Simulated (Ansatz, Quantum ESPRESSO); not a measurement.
# MgHF (P3m1): Raman and infrared activity, part 2 of 3

Aim: Raman and infrared lines of MgHF (P3m1).

Quantum ESPRESSO 8.0 development, patched; DFT LDA, scalar-relativistic, plane waves, PseudoDojo norm-conserving pseudopotentials.

So far. Step 2 (A probe with smearing): A gap of 3.8 eV opens on this mesh, so the crystal is taken as an insulator; the start stands at -6.7 GPa. Step 4 (Ground state): The cell stands at -0.016 GPa, close enough for phonons. The relaxed cell has a = 3.005, c = 4.266 Å (conventional setting).

The structure was built from a prototype and need not be the compound's stable phase.

## 5. Linear response at Γ

At q = 0 one unit cell holds all displacements; symmetry groups them into irreducible representations that are solved one by one. The response to a field gives ε∞ and the Born charges, which polar modes need. Third-order response adds the Raman tensors.

ph.in reads:

```
phonons
&inputph
   prefix = 'x'
   outdir = './tmp'
   fildyn = 'g.dyn'
   tr2_ph = 1.0d-18
   epsil = .true.
   lraman = .true.
   elop = .true.
/
0.000000000000 0.000000000000 0.000000000000
```

The run is started by

```sh
> OMP_NUM_THREADS=1 mpirun -n 4 ph.x -nk 4 -in ph.in > ph.out
```

The log of the run:

```text
[banners, grids, parts of the stress and lines that vanish by symmetry left out]
[banner, memory and clock lines left out]
Program PHONON v.8.0dev

[...]
(   1q-points):
[...]
Exchange-correlation= PW
                           (   1   4   0   0   0   0   0)
[...]
kinetic-energy cut-off    =      84.0000  Ry
     charge density cut-off    =     336.0000  Ry
     convergence threshold     =      1.0E-18
[...]
Exchange-correlation= PW
                           (   1   4   0   0   0   0   0)
[...]
q = (   0.0000000   0.0000000   0.0000000 )
      7 Sym.Ops. (with q -> -q+G )
     G cutoff =  274.4741  (  23387 G-vectors)     FFT grid: ( 36, 36, 48)
     number of k points=    43
[...]
Mode symmetry, C_3v (3m)   point group:
[...]
Dielectric constant
[...]
End of electric fields calculation
          Dielectric constant in cartesian axis
          (       2.806372000      -0.000000002       0.000000000 )
          (      -0.000000002       2.806371998      -0.000000000 )
          (       0.000000000      -0.000000000       2.302301684 )
          Effective charges (d Force / dE) in cartesian axis without acoustic sum rule applied (asr)
           atom    1  Mg    Mean Z*:        1.83282
      Ex  (        2.01331        0.00000        0.00000 )
      Ey  (        0.00000        2.01331        0.00000 )
      Ez  (        0.00000        0.00000        1.47183 )
           atom    2  F     Mean Z*:       -1.11503
      Ex  (       -1.14439        0.00000        0.00000 )
      Ey  (        0.00000       -1.14439        0.00000 )
      Ez  (        0.00000       -0.00000       -1.05632 )
           atom    3  H     Mean Z*:       -0.71816
      Ex  (       -0.86881        0.00000        0.00000 )
      Ey  (        0.00000       -0.86881       -0.00000 )
      Ez  (        0.00000        0.00000       -0.41686 )
          Effective charges Sum: Mean:       -0.00038
[...]
Effective charges (d Force / dE) in cartesian axis with asr applied:
           atom    1  Mg    Mean Z*:        1.83294
[...]
atom    2  F     Mean Z*:       -1.11491
[...]
atom    3  H     Mean Z*:       -0.71803
[...]
Dielectric constant from finite-differences
          (       2.806353398      -0.000000002       0.000000000 )
          (      -0.000000002       2.806353396      -0.000000000 )
          (       0.000000000       0.000000000       2.302284568 )
[...]
(      -0.000000000       0.497780360       2.297538303 )
          (       0.497780360      -0.000000001      -0.000000002 )
          (       2.297538303      -0.000000002       0.000000000 )
          (       0.497780360      -0.000000001      -0.000000002 )
          (      -0.000000001      -0.497780359       2.297538300 )
          (      -0.000000002       2.297538300      -0.000000000 )
          (       2.297538303      -0.000000002       0.000000000 )
          (      -0.000000002       2.297538300      -0.000000000 )
[...]
(      -0.000000000      -0.006632481      -0.092556985 )
          (       0.000000000      -0.092556985       0.000000000 )
          (      -0.378445332       0.000000000       0.000000000 )
          (       0.000000000      -0.378445332       0.000000000 )
          (       0.000000000       0.000000000      -0.285805579 )
[...]
Representation #   1 mode #   1
[...]
End of self-consistent calculation
     Convergence has been achieved
     Representation #   2 mode #   2
[...]
End of self-consistent calculation
     Convergence has been achieved
     Representation #   3 mode #   3
[...]
End of self-consistent calculation
     Convergence has been achieved
     Representation #   4 modes #   4   5
[...]
End of self-consistent calculation
     Convergence has been achieved
     Representation #   5 modes #   6   7
[...]
End of self-consistent calculation
     Convergence has been achieved
     Representation #   6 modes #   8   9
[...]
End of self-consistent calculation
     Convergence has been achieved
[...]
Dielectric constant in cartesian axis
          (       2.806372000      -0.000000002       0.000000000 )
          (      -0.000000002       2.806371998      -0.000000000 )
          (       0.000000000      -0.000000000       2.302301684 )
          Effective charges (d Force / dE) in cartesian axis without acoustic sum rule applied (asr)
           atom    1  Mg    Mean Z*:        1.83282
      Ex  (        2.01331        0.00000        0.00000 )
      Ey  (        0.00000        2.01331        0.00000 )
      Ez  (        0.00000        0.00000        1.47183 )
           atom    2  F     Mean Z*:       -1.11503
      Ex  (       -1.14439        0.00000        0.00000 )
      Ey  (        0.00000       -1.14439        0.00000 )
      Ez  (        0.00000       -0.00000       -1.05632 )
           atom    3  H     Mean Z*:       -0.71816
      Ex  (       -0.86881        0.00000        0.00000 )
      Ey  (        0.00000       -0.86881       -0.00000 )
      Ez  (        0.00000        0.00000       -0.41686 )
          Effective charges Sum: Mean:       -0.00038
[...]
Effective charges (d Force / dE) in cartesian axis with asr applied:
           atom    1  Mg    Mean Z*:        1.83294
[...]
atom    2  F     Mean Z*:       -1.11491
[...]
atom    3  H     Mean Z*:       -0.71803
[...]
q = (    0.000000000   0.000000000   0.000000000 )
[...]
freq (    1) =       0.168840 [THz] =       5.631907 [cm-1]
     freq (    2) =       0.168840 [THz] =       5.631907 [cm-1]
     freq (    3) =       0.403658 [THz] =      13.464582 [cm-1]
     freq (    4) =      11.047305 [THz] =     368.498442 [cm-1]
     freq (    5) =      11.047305 [THz] =     368.498443 [cm-1]
     freq (    6) =      12.127721 [THz] =     404.537230 [cm-1]
     freq (    7) =      28.473209 [THz] =     949.764022 [cm-1]
     freq (    8) =      28.473209 [THz] =     949.764023 [cm-1]
     freq (    9) =      30.860662 [THz] =    1029.400868 [cm-1]
[...]
Mode symmetry, C_3v (3m)   point group:
     freq (   1-   2) =          5.6  [cm-1]   --> E    L_3        I+R
     freq (   3-   3) =         13.5  [cm-1]   --> A_1  L_1        I+R
     freq (   4-   5) =        368.5  [cm-1]   --> E    L_3        I+R
     freq (   6-   6) =        404.5  [cm-1]   --> A_1  L_1        I+R
     freq (   7-   8) =        949.8  [cm-1]   --> E    L_3        I+R
     freq (   9-   9) =       1029.4  [cm-1]   --> A_1  L_1        I+R
```

Wall time 5.1 min (4 MPI ranks of Intel Xeon Platinum 8375C at 2.90GHz (Ice Lake), shared host); 20 min of CPU time.

Read from the output:

```yaml
miss_of_the_charge_sum_rule: 0.001350 e
largest_acoustic_frequency_at_the_zone_centre_before_the_sum_rule: 13.46 cm⁻¹
highest_optical_zone_centre_mode_no_lo_to_term: 1029 cm⁻¹
lowest_optical_zone_centre_mode: 368.5 cm⁻¹
mean_high_frequency_dielectric_constant: 2.638
largest_born_charge_in_size_third_of_the_trace: 1.833 e
```

Born charge (rows field, columns displacement), before the sum rule (e), principal values of the symmetric part by kind of site:

```csv
atom,atoms with these values,low,middle,high,mean
Mg1,1,1.47,2.01,2.01,1.83
F2,1,-1.14,-1.14,-1.06,-1.12
H3,1,-0.87,-0.87,-0.42,-0.72
```

In full for F2:

```
-1.14  0.00  0.00
 0.00 -1.14  0.00
 0.00  0.00 -1.06
```

High-frequency dielectric tensor:

```
2.81 0.00 0.00
0.00 2.81 0.00
0.00 0.00 2.30
```

The acoustic modes at Γ come out as far as 13.5 cm⁻¹ from zero, where they should vanish, a sizeable error of basis and grid; the Born charges miss their sum rule by 0.0013 e, which is good.

## 6. Zone-centre analysis

A rigid shift of the crystal must cost nothing, but grids and finite bases break this; the acoustic sum rule is imposed before the matrix is diagonalised again. With Born charges the intensities follow, and the static dielectric tensor.

dynmat.in reads:

```
&input
   fildyn = 'g.dyn'
   asr = 'crystal'
   fileig = 'dynmat.eig'
   lperm = .true.
/
```

The run is started by

```sh
> dynmat.x -in dynmat.in > dynmat.out
```

The log of the run:

```text
[banner, memory and clock lines left out]
Program DYNMAT v.8.0dev

     Reading Dynamical Matrix from file g.dyn
     ...Force constants read
     ...epsilon and Z* read
     ...Raman cross sections read
     Acoustic Sum Rule: || Z*(ASR) - Z*(orig)|| =    7.808324E-04
     Acoustic Sum Rule: ||dyn(ASR) - dyn(orig)||=    4.610008E-04
     A direction for q was not specified:TO-LO splitting will be absent

     Polarizability (A^3 units)
     multiply by 0.646782 for Clausius-Mossotti correction (not under assume_isolated = 'mt')
         4.795765   -0.000000    0.000000
        -0.000000    4.795765   -0.000000
         0.000000   -0.000000    3.457501

     IR activities are in (D/A)^2/amu units
     Raman activities are in A^4/amu units
     multiply Raman by 0.174997 for Clausius-Mossotti correction (not under assume_isolated = 'mt')

# mode   [cm-1]    [THz]      IR          Raman   depol.fact
    1     -0.00   -0.0000    0.0000         0.0000    0.7499
    2      0.00    0.0000    0.0000         0.0000    0.4146
    3      0.00    0.0000    0.0000         0.0000    0.3458
    4    368.50   11.0473    4.1077         0.2737    0.7500
    5    368.50   11.0473    4.1077         0.2737    0.7500
    6    404.57   12.1286    3.2774         0.6359    0.0043
    7    949.85   28.4759   18.6082         4.5713    0.7500
    8    949.85   28.4759   18.6082         4.5713    0.7500
    9   1029.84   30.8738    4.1028       140.3347    0.0047

Electronic dielectric permittivity tensor (relative, adimensional)
         2.806372   -0.000000    0.000000
        -0.000000    2.806372   -0.000000
         0.000000   -0.000000    2.302302

 ... with zone-center polar mode contributions
         6.058756    0.000000   -0.000000
         0.000000    6.058756    0.000000
        -0.000000    0.000000    3.829705
```

Wall time 0.61 s (1 thread).

Read from the output:

- highest optical zone-centre mode (no LO-TO term): 1030 cm⁻¹
- mean static dielectric constant: 5.316

Unit eigenvectors of the mass-weighted matrix after the sum rule; no LO-TO term. Modes at Γ, with each element's share of the kinetic energy:

| mode | frequency (cm⁻¹) | symmetry | Mg % | F % | H % |
| --- | --- | --- | --- | --- | --- |
| 1 | 0.0 | acoustic | 55 | 43 | 2 |
| 2 | 0.0 | acoustic | 55 | 43 | 2 |
| 3 | 0.0 | acoustic | 55 | 43 | 2 |
| 4 | 368.5 | E | 43 | 57 | 0 |
| 5 | 368.5 | E | 43 | 57 | 0 |
| 6 | 404.6 | A1 | 44 | 56 | 0 |
| 7 | 949.8 | E | 2 | 0 | 97 |
| 8 | 949.8 | E | 2 | 0 | 97 |
| 9 | 1029.8 | A1 | 1 | 1 | 98 |

Displacements in mode 5 (368.5 cm⁻¹), the largest set to 1:
```
Mg1 -0.15 -0.77  0.00
F2   0.20  1.00  0.00
H3  -0.06 -0.29  0.00
```

Displacements in mode 7 (949.8 cm⁻¹), the largest set to 1:
```
Mg1 -0.03  0.00  0.00
F2  -0.01  0.00  0.00
H3   1.00 -0.01  0.00
```

Degenerate modes summed, no LO-TO term. Infrared lines, with heights relative to the strongest:

```
position (cm⁻¹)  lines merged  label  IR intensity, relative
            368             2      E                      22
            405             1     A1                     8.8
            950             2      E                     100
           1030             1     A1                      11
```

Degenerate modes summed. Lines of the Raman spectrum (strongest = 100):

```
position (cm⁻¹)  lines merged  label  Raman activity, relative
            368             2      E                       0.4
            405             1     A1                       0.5
            950             2      E                       6.5
           1030             1     A1                       100
```

Static dielectric tensor (ions relaxed, fixed cell):

```
6.06 0.00 0.00
0.00 6.06 0.00
0.00 0.00 3.83
```

The rule also moves an optical mode by 0.4 cm⁻¹.

## 7. Sum rules set otherwise: a sum rule for molecules or wires on a crystal

This rule also removes rotations, which suits wires and not a crystal; it is tried to see the harm.

dynmat.in reads:

```
&input
   fildyn = 'g.dyn'
   asr = 'one-dim'
   fileig = 'dynmat.eig'
   lperm = .true.
/
```

The run is started by

```sh
> dynmat.x -in dynmat.in > dynmat.out
```

The log of the run:

```text
[banner, memory and clock lines left out]
Program DYNMAT v.8.0dev

     Reading Dynamical Matrix from file g.dyn
     ...Force constants read
     ...epsilon and Z* read
     ...Raman cross sections read
asr rotation axis in 1D system=    3
     For the rotational sum rules    1 atoms are taken in another cell, next to their neighbours
     Acoustic Sum Rule: || Z*(ASR) - Z*(orig)|| =    7.808324E-04
     Acoustic Sum Rule: ||dyn(ASR) - dyn(orig)||=    1.882566E-01
     Message from routine dynmat:
     WARNING: the charges keep any dipole. Ignore the strengths of the modes set to zero; with q typed a rigid rotation may get a frequency
     A direction for q was not specified:TO-LO splitting will be absent

     Polarizability (A^3 units)
     multiply by 0.646782 for Clausius-Mossotti correction (not under assume_isolated = 'mt')
         4.795765   -0.000000    0.000000
        -0.000000    4.795765   -0.000000
         0.000000   -0.000000    3.457501

     IR activities are in (D/A)^2/amu units
     Raman activities are in A^4/amu units
     multiply Raman by 0.174997 for Clausius-Mossotti correction (not under assume_isolated = 'mt')

# mode   [cm-1]    [THz]      IR          Raman   depol.fact
    1     -0.00   -0.0000    0.0804         0.0065    0.7500
    2     -0.00   -0.0000    0.3893         0.0313    0.7499
    3      0.00    0.0000    2.6366         0.2121    0.7500
    4      0.00    0.0000    3.0812         0.2477    0.7500
    5    372.01   11.1526    4.6024         0.2443    0.7500
    6    404.57   12.1286    3.2774         0.6359    0.0043
    7    847.22   25.3989   15.2271         4.4575    0.7500
    8    980.39   29.3914   19.4149         4.4906    0.7500
    9   1029.84   30.8738    4.1028       140.3347    0.0047

Electronic dielectric permittivity tensor (relative, adimensional)
         2.806372   -0.000000    0.000000
        -0.000000    2.806372   -0.000000
         0.000000   -0.000000    2.302302

 ... with zone-center polar mode contributions
         4.038479   -0.041680   -0.000000
        -0.041680    6.347791   -0.000000
        -0.000000   -0.000000    3.829705
```

The job ended after 0.57 s (1 thread).

The program raised no error, yet the settings are not those of a careful run.

The fault: a sum rule for molecules or wires on a crystal; 1 optical mode is projected out to zero frequency, as if it were a rotation, and the static dielectric tensor is spoilt.

For a crystal the rule has to be 'simple' or 'crystal'.

Zone-centre frequencies as printed; negative means imaginary. Modes:

```csv
mode,frequency (cm⁻¹)
1,0
2,0
3,0
4,0
5,372
6,404.6
7,847.2
8,980.4
9,1030
```

## 8. Modes along a direction of q (1 0 0)

A longitudinal polar mode sets up a macroscopic field that stiffens it; the term hangs on the direction from which q goes to zero.

dynmat.in reads:

```
&input
   fildyn = 'g.dyn'
   asr = 'crystal'
   fileig = 'dynmat.eig'
   q(1) = 1.0
   q(2) = 0.0
   q(3) = 0.0
/
```

The run is started by

```sh
> dynmat.x -in dynmat.in > dynmat.out
```

The log of the run:

```text
[banner, memory and clock lines left out]
Program DYNMAT v.8.0dev

     Reading Dynamical Matrix from file g.dyn
     ...Force constants read
     ...epsilon and Z* read
     ...Raman cross sections read
     Acoustic Sum Rule: || Z*(ASR) - Z*(orig)|| =    7.808324E-04
     Acoustic Sum Rule: ||dyn(ASR) - dyn(orig)||=    4.610008E-04

     Polarizability (A^3 units)
     multiply by 0.646782 for Clausius-Mossotti correction (not under assume_isolated = 'mt')
         4.795765   -0.000000    0.000000
        -0.000000    4.795765   -0.000000
         0.000000   -0.000000    3.457501

     IR activities are in (D/A)^2/amu units
     Raman activities are in A^4/amu units
     multiply Raman by 0.174997 for Clausius-Mossotti correction (not under assume_isolated = 'mt')

# mode   [cm-1]    [THz]      IR          Raman   depol.fact
    1     -0.00   -0.0000    0.0000         0.0000    0.4933
    2     -0.00   -0.0000    0.0000         0.0000    0.5751
    3      0.00    0.0000    0.0000         0.0000    0.3458
    4    368.50   11.0473    4.1077         0.2737    0.7500
    5    404.57   12.1286    3.2774         0.6359    0.0043
    6    440.81   13.2153    1.5587         0.6057    0.7500
    7    949.85   28.4759   18.6082         4.5713    0.7500
    8   1029.84   30.8738    4.1028       140.3347    0.0047
    9   1166.69   34.9764   21.1572         4.2393    0.7500

[end of the log left out, with the tail of the file of modes that dynmat.x writes under the same name]
```

Elapsed: 0.57 s, on 1 thread.

This step gave:

| Item | Value |
| --- | --- |
| highest mode moved by the LO-TO term | 1167 cm⁻¹ |

Zone-centre frequencies as printed; negative means imaginary. Modes:

```csv
mode,frequency (cm⁻¹)
1,0
2,0
3,0
4,368.5
5,404.6
6,440.8
7,949.9
8,1030
9,1167
```

The field moves 2 modes; the highest of them now lies at 1167 cm⁻¹, where the highest that moved away lay at 950.

## 9. The LO-TO splitting (0 0 1)

dynmat.in reads:

```
&input
   fildyn = 'g.dyn'
   asr = 'crystal'
   fileig = 'dynmat.eig'
   q(1) = 0.0
   q(2) = 0.0
   q(3) = 1.0
/
```

The run is started by

```sh
> dynmat.x -in dynmat.in > dynmat.out
```

The log of the run:

```text
[banner, memory and clock lines left out]
Program DYNMAT v.8.0dev

     Reading Dynamical Matrix from file g.dyn
     ...Force constants read
     ...epsilon and Z* read
     ...Raman cross sections read
     Acoustic Sum Rule: || Z*(ASR) - Z*(orig)|| =    7.808324E-04
     Acoustic Sum Rule: ||dyn(ASR) - dyn(orig)||=    4.610008E-04

     Polarizability (A^3 units)
     multiply by 0.646782 for Clausius-Mossotti correction (not under assume_isolated = 'mt')
         4.795765   -0.000000    0.000000
        -0.000000    4.795765   -0.000000
         0.000000   -0.000000    3.457501

     IR activities are in (D/A)^2/amu units
     Raman activities are in A^4/amu units
     multiply Raman by 0.174997 for Clausius-Mossotti correction (not under assume_isolated = 'mt')

# mode   [cm-1]    [THz]      IR          Raman   depol.fact
    1     -0.00   -0.0000    0.0000         0.0000    0.4479
    2      0.00    0.0000    0.0000         0.0000    0.7500
    3      0.00    0.0000    0.0000         0.0000    0.3458
    4    368.50   11.0473    4.1077         0.2737    0.7500
    5    368.50   11.0473    4.1077         0.2737    0.7500
    6    493.50   14.7947    2.4945         4.2864    0.0003
    7    949.85   28.4759   18.6082         4.5713    0.7500
    8    949.85   28.4759   18.6082         4.5713    0.7500
    9   1088.87   32.6434    4.8856       136.6842    0.0049

[end of the log left out, with the tail of the file of modes that dynmat.x writes under the same name]
```

The job ended after 0.57 s (1 thread).

Numbers from this step:

```
highest mode moved by the LO-TO term : 1089 cm⁻¹
```

Zone-centre frequencies as printed; negative means imaginary. Modes:

```csv
mode,frequency (cm⁻¹)
1,0
2,0
3,0
4,368.5
5,368.5
6,493.5
7,949.9
8,949.9
9,1089
```

The field moves 2 modes; the highest of them now lies at 1089 cm⁻¹, where the highest that moved away lay at 1030.

## 10. Modes along a direction of q (1 1 1)

dynmat.in reads:

```
&input
   fildyn = 'g.dyn'
   asr = 'crystal'
   fileig = 'dynmat.eig'
   q(1) = 1.0
   q(2) = 1.0
   q(3) = 1.0
/
```

The run is started by

```sh
> dynmat.x -in dynmat.in > dynmat.out
```

The log of the run:

```text
[banners, grids, parts of the stress and lines that vanish by symmetry left out]
[banner, memory and clock lines left out]
Program DYNMAT v.8.0dev

     Reading Dynamical Matrix from file g.dyn
     ...Force constants read
     ...epsilon and Z* read
     ...Raman cross sections read
     Acoustic Sum Rule: || Z*(ASR) - Z*(orig)|| =    7.808324E-04
     Acoustic Sum Rule: ||dyn(ASR) - dyn(orig)||=    4.610008E-04

     Polarizability (A^3 units)
     multiply by 0.646782 for Clausius-Mossotti correction (not under assume_isolated = 'mt')
         4.795765   -0.000000    0.000000
        -0.000000    4.795765   -0.000000
         0.000000   -0.000000    3.457501

     IR activities are in (D/A)^2/amu units
     Raman activities are in A^4/amu units
     multiply Raman by 0.174997 for Clausius-Mossotti correction (not under assume_isolated = 'mt')

# mode   [cm-1]    [THz]      IR          Raman   depol.fact
    1      0.00    0.0000    0.0000         0.0000    0.7458
    2      0.00    0.0000    0.0000         0.0000    0.4779
[...]
8   1017.86   30.5146    7.6313       108.7622    0.0088
    9   1135.88   34.0527   17.1974        35.1815    0.0461

[end of the log left out, with the tail of the file of modes that dynmat.x writes under the same name]
```

The job ended after 0.58 s (1 thread).

Numbers from this step:

* highest mode moved by the LO-TO term: 1136 cm⁻¹

Zone-centre frequencies as printed; negative means imaginary. Modes:

```csv
mode,frequency (cm⁻¹)
1,0
2,0
3,0
4,368.5
5,391
6,457.9
7,949.9
8,1018
9,1136
```

The field moves 4 modes; the highest of them now lies at 1136 cm⁻¹, where the highest that moved away lay at 1030.

[end of part 2 of 3]

[Host names and launcher messages were left out of these logs when they were recorded.]

[Logs are printed without paths, hosts, clocks, repeated set-up lines and the standing remarks that a program may print on its own settings, such as how far it seeks lower states.]

[Hosts, paths, dates, database ids (printed as entryN), source tags and the programs' standing remarks are cut or masked in the printed files.]
